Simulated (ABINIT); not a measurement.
# Quasiparticle gap of Tellurium (P3_121, 3 atoms a cell) in ABINIT, part 3 of 3

Wanted: ground state, empty states, screening and self-energy for Tellurium (P3_121, 3 atoms a cell).

ABINIT 10.8.3; PBE and many-body steps on it, plane waves. Known limits of the many-body steps: not at the basis limit; model gap, bands may invert with spin-orbit coupling; screening runs away on this mesh; no spin-orbit coupling; coarse k mesh.

So far. Step 4 (Empty states on the mesh, 3×3×2 mesh, 122 bands): On this mesh the gap is 0.189 eV. Step 5 (Screening, 3×3×2 mesh, 112 bands, screening to 108.8 eV): Local fields lower ε∞ by 20 %. The value itself is an artefact of the mesh, where one narrow direct gap carries too much weight.

The database entry behind the starting cell differs from later determinations by our own check (inner coordinate of an old entry), so it need not match the best structure at ambient conditions.

## Step 6: Self-energy, 3×3×2 mesh, 112 bands, screening to 108.8 eV

The self-energy is evaluated for the states that the input lists, and the levels follow from it, in one-shot runs by the linearised quasiparticle equation.

This step: G0W0 on PBE, plane waves, norm-conserving pseudopotentials.

run.abi

```
acell 3*1.0 Angstrom
rprim 
  4.454000000025 -0.000000000006 0.000000000000
  -2.227000000008 3.857277148481 0.000000000000
  0.000000000000 0.000000000000 5.924000000000
ntypat 1
znucl 52
natom 3
typat 1 1 1
xred 
  0.269000000000 0.000000000000 0.333333333333
  0.000000000000 0.269000000000 0.666666666667
  0.731000000000 0.731000000000 -0.000000000000
pp_dirpath "pseudos"
pseudos "Te.upf"
ecut 39
ngkpt 3 3 2
nshiftk 1
shiftk 0 0 0
kptopt 1
chksymbreak 0
istwfk *1
occopt 1
irdwfk 1
optdriver 4
nband 112
gwcalctyp 0
ecutsigx 39
symsigma 1
nkptgw 2
kptgw 
  0.3333333333 0.3333333333 0.5000000000
  0.0000000000 0.0000000000 0.0000000000
bdgw 
  35 39
  34 38
ecuteps 4
irdscr 1
ppmodel 1
indata_prefix "in"
outdata_prefix "out"
tmpdata_prefix "tmp"
```

Launch:

```console
$ OMP_NUM_THREADS=1 mpirun -n 4 abinit run.abi > log
```

Numbers of over 12 decimals in the logs are rounded to 6 here.

The log of the run:

```text
.Version 10.8.3 of ABINIT. v10.8.2 released Aug 2026.

 Symmetries : space group P3_1 2 1 (#152); Bravais hP (primitive hexag.)
[... echo of the input left out ...]
== DATASET  1 ==================================================================
-   mpi_nproc: 4, omp_nthreads: 1 (-1 if OMP is not activated)

--- !DatasetInfo
iteration_state: {dtset: 1, }
dimensions: {natom: 3, nkpt: 6, mband: 112, nsppol: 1, nspinor: 1, nspden: 1, mpw: 8029, }
cutoff_energies: {ecut:  39.0, pawecutdg:  -1.0, }
electrons: {nelect:   7.20000000E+01, charge:   0.00000000E+00, occopt:   1.00000000E+00, tsmear:   1.00000000E-02, }

 SIGMA: Calculation of the GW corrections

 Based on a program developped by R.W. Godby, V. Olevano, G. Onida, and L. Reining.
 Incorporated in ABINIT by V. Olevano, G.-M. Rignanese, and M. Torrent.
.Using double precision arithmetic ; gwpc =  8

[... cell and pseudopotentials left out ...]
--------------------------------------------------------------------------------

 ==== K-mesh for the wavefunctions ====
 Number of points in the irreducible wedge :     6
[... list of points left out ...]
 Together with  6 symmetry operations and time-reversal symmetry
 yields    18 points in the full Brillouin Zone.

 ==== Q-mesh for screening function ====
 Number of points in the irreducible wedge :     6
[... list of points left out ...]
 Together with  6 symmetry operations and time-reversal symmetry
 yields    18 points in the full Brillouin Zone.

 vcoul_init : cutoff-mode = AUXILIARY_FUNCTION
 q-points for optical limit:   1
     1)      0.000010    0.000020    0.000030
 setmesh: FFT mesh size selected  =    45x   45x   72
          total number of points  =       145800

 Number of electrons calculated from density =   72.0000; Expected =   72.0000
 average of density, n =  0.104831
 r_s =    1.3157
 omega_plasma =   31.2321 [eV]

 === KS Band Gaps ===
  >>>> For spin  1
   Minimum direct gap =   0.1887 [eV], located at k-point      :   0.3333  0.3333  0.5000
   Fundamental gap    =   0.1887 [eV], Top of valence bands at :   0.3333  0.3333  0.5000
                                       Bottom of conduction at :   0.3333  0.3333  0.5000
 SIGMA fundamental parameters:
 PLASMON POLE MODEL  1
 number of plane-waves for SigmaX                 8029
 number of plane-waves for SigmaC and W            251
 number of plane-waves for wavefunctions          8029
 number of bands                                   112
 number of independent spin polarizations            1
 number of spinorial components                      1
 number of k-points in IBZ                           6
 number of q-points in IBZ                           6
 number of symmetry operations                       6
 number of k-points in BZ                           18
 number of q-points in BZ                           18
 number of frequencies for dSigma/dE                 9
 frequency step for dSigma/dE [eV]                0.25
 number of omega for Sigma on real axis              0
 max omega for Sigma on real axis  [eV]           0.00
 zcut for avoiding poles [eV]                     0.10

 EPSILON^-1 parameters (SCR file):
 dimension of the eps^-1 matrix on file            251
 dimension of the eps^-1 matrix used               251
 number of plane-waves for wavefunctions          8029
 number of bands                                   112
 number of q-points in IBZ                           6
 number of frequencies                               2
 number of real frequencies                          1
 number of imag frequencies                          1

 matrix elements of self-energy operator (all in [eV])

 Perturbative Calculation

--- !SelfEnergy_ee
iteration_state: {dtset: 1, }
kpoint     : [   0.333,    0.333,    0.500, ]
spin       : 1
KS_gap     :    0.189
QP_gap     :    0.426
Delta_QP_KS:    0.237
data: !SigmaeeData |
     Band     E0 <VxcDFT>   SigX SigC(E0)      Z dSigC/dE  Sig(E)    E-E0       E
       35   6.838 -13.348 -14.415   1.279   0.792  -0.262 -13.180   0.168   7.006
       36   6.838 -13.348 -14.415   1.279   0.792  -0.262 -13.180   0.168   7.006
       37   7.027 -12.763  -9.319  -2.934   0.794  -0.260 -12.358   0.405   7.432
       38   8.172 -12.773  -9.110  -3.140   0.792  -0.262 -12.358   0.415   8.587
       39   8.172 -12.773  -9.110  -3.140   0.792  -0.262 -12.358   0.415   8.587

--- !SelfEnergy_ee
iteration_state: {dtset: 1, }
kpoint     : [   0.000,    0.000,    0.000, ]
spin       : 1
KS_gap     :    1.864
QP_gap     :    2.273
Delta_QP_KS:    0.409
data: !SigmaeeData |
     Band     E0 <VxcDFT>   SigX SigC(E0)      Z dSigC/dE  Sig(E)    E-E0       E
       34   5.166 -12.255 -14.260   2.002   0.784  -0.275 -12.258  -0.002   5.164
       35   5.166 -12.255 -14.260   2.002   0.784  -0.275 -12.258  -0.002   5.164
       36   5.992 -12.551 -14.380   1.863   0.787  -0.271 -12.525   0.027   6.018
       37   7.856 -13.090  -9.507  -3.031   0.789  -0.267 -12.654   0.435   8.291
       38   7.856 -13.090  -9.507  -3.031   0.789  -0.267 -12.654   0.435   8.291

== END DATASET(S) ==============================================================
================================================================================

 -outvars: echo values of variables after computation  --------
           etotal      0.0000000000E+00
            nband         112
             nkpt           6
          spgroup         152
 [... the other variables as echoed above ...]

 Calculation completed.
```

It took 9.9 s on 4 MPI ranks of AMD EPYC 7R43, shared host; peak memory 1 GiB.

Numbers from this step:

- G0W0 gap on the points computed: 0.4260 eV
- starting gap on the mesh: 0.1888 eV
- k of the valence top: 0.3333, 0.3333, 0.5
- k of the conduction bottom: 0.3333, 0.3333, 0.5
- Z at the valence top: 0.792
- Z at the conduction bottom: 0.794
- least direct G0W0 gap on the computed points: 0.4260 eV

The gap on the mesh goes from 0.19 eV to 0.43 eV, a correction of +0.24 eV.

Limits: finite bands, cutoff and mesh; model gap, bands may invert with spin-orbit coupling; no spin-orbit coupling; coarse k mesh. v1 is the top filled band, c1 the lowest empty one. Levels before and after the correction, in eV, zero at the valence-band top of each column:

```tsv
	conduction bottom	valence top
Kohn-Sham	0.19	0.00
G0W0	0.43	0.00
```

```tsv
	level	energy (eV)
Kohn-Sham	(0.333 0.333 0.5) v2-v1	0.000
Kohn-Sham	(0.333 0.333 0.5) c1	0.189
Kohn-Sham	(0.333 0.333 0.5) c2-c3	1.334
G0W0	(0.333 0.333 0.5) v2-v1	0.000
G0W0	(0.333 0.333 0.5) c1	0.426
G0W0	(0.333 0.333 0.5) c2-c3	1.581
```

## Step 7: Where the time went

Times are wall times on 4 MPI ranks of AMD EPYC 7R43, shared host, good to a factor of about two.

```tsv
step	time	share	memory (GiB)
ground state	38 s	19 %	0.46
bands along the symmetry lines	55 s	27 %	0.54
empty states on the mesh	63 s	31 %	0.45
screening	38 s	19 %	1.3
self-energy	9.9 s	5 %	1.0
```

## Step 8: Results

```yaml
pbe_gap: 0.19 eV, direct
g0w0_gap_on_the_mesh: 0.43 eV
gw_settings: 3×3×2 mesh, 112 bands, screening to 108.8 eV, Godby-Needs plasmon pole
known_limits: not at the basis limit; model gap, bands may invert with spin-orbit coupling; screening runs away on this mesh; no spin-orbit coupling; coarse k mesh
```

**Reading.** G0W0 moves the gap on the mesh from 0.19 eV to 0.43 eV (+0.24 eV), with Z of 0.79 and 0.79 at the edges. Local fields lower the RPA ε∞ on this mesh from 1644.56 to 1323.68; a Γ-centred mesh this coarse tends to raise both, most where the direct gap is narrow, while a short band sum lowers them. Only 2 of the mesh's irreducible points were corrected, so a valley elsewhere could overtake. Bands and cutoff are finite, so the gap is not at the basis limit. The miss can reach some tenths of an eV and take either sign; the mesh is an error of its own. In the G0W0 run levels were corrected at 2 k points alone, so a gap called «on the mesh» is the least over those, and an edge elsewhere would be missed. The 3×3×2 mesh is coarse for this cell, which bears on the long-range parts of exchange and screening. With atoms this heavy and so narrow a gap, spin-orbit coupling can invert the bands. These scalar-relativistic gaps are then model values, not to be set against experiment, and a spin-orbit change taken from DFT can't simply be added. On this mesh the RPA ε∞ passes 90, more than nearly any semiconductor shows; a coarse mesh does this where one point with a narrow direct gap carries much weight. The screening is then too strong, and the G0W0 gap should not be taken as the material's.

[Paths, hosts, dates, memory and timing lines, banners, echoed tables and standing remarks are left out of the program output.]

[Logs are printed without paths, hosts, clocks, repeated set-up lines and the standing remarks that a program may print on its own settings, such as how far it seeks lower states.]

[Runs of the session that timed out or met a known fault of the program may be left out.]

[Hosts, paths, dates, database ids (printed as entryN), source tags and the programs' standing remarks are cut or masked in the printed files.]

[G0W0 gaps are taken among the corrected bands and points alone; a level outside them can change the order at an edge.]

[Where Ansatz stands beside ABINIT at settings called matched, ABINIT's density can come from a denser mesh and the files from another edition; pairs whose starting gaps differed by over 0.03 eV were left out, so agreement reads better than it is.]
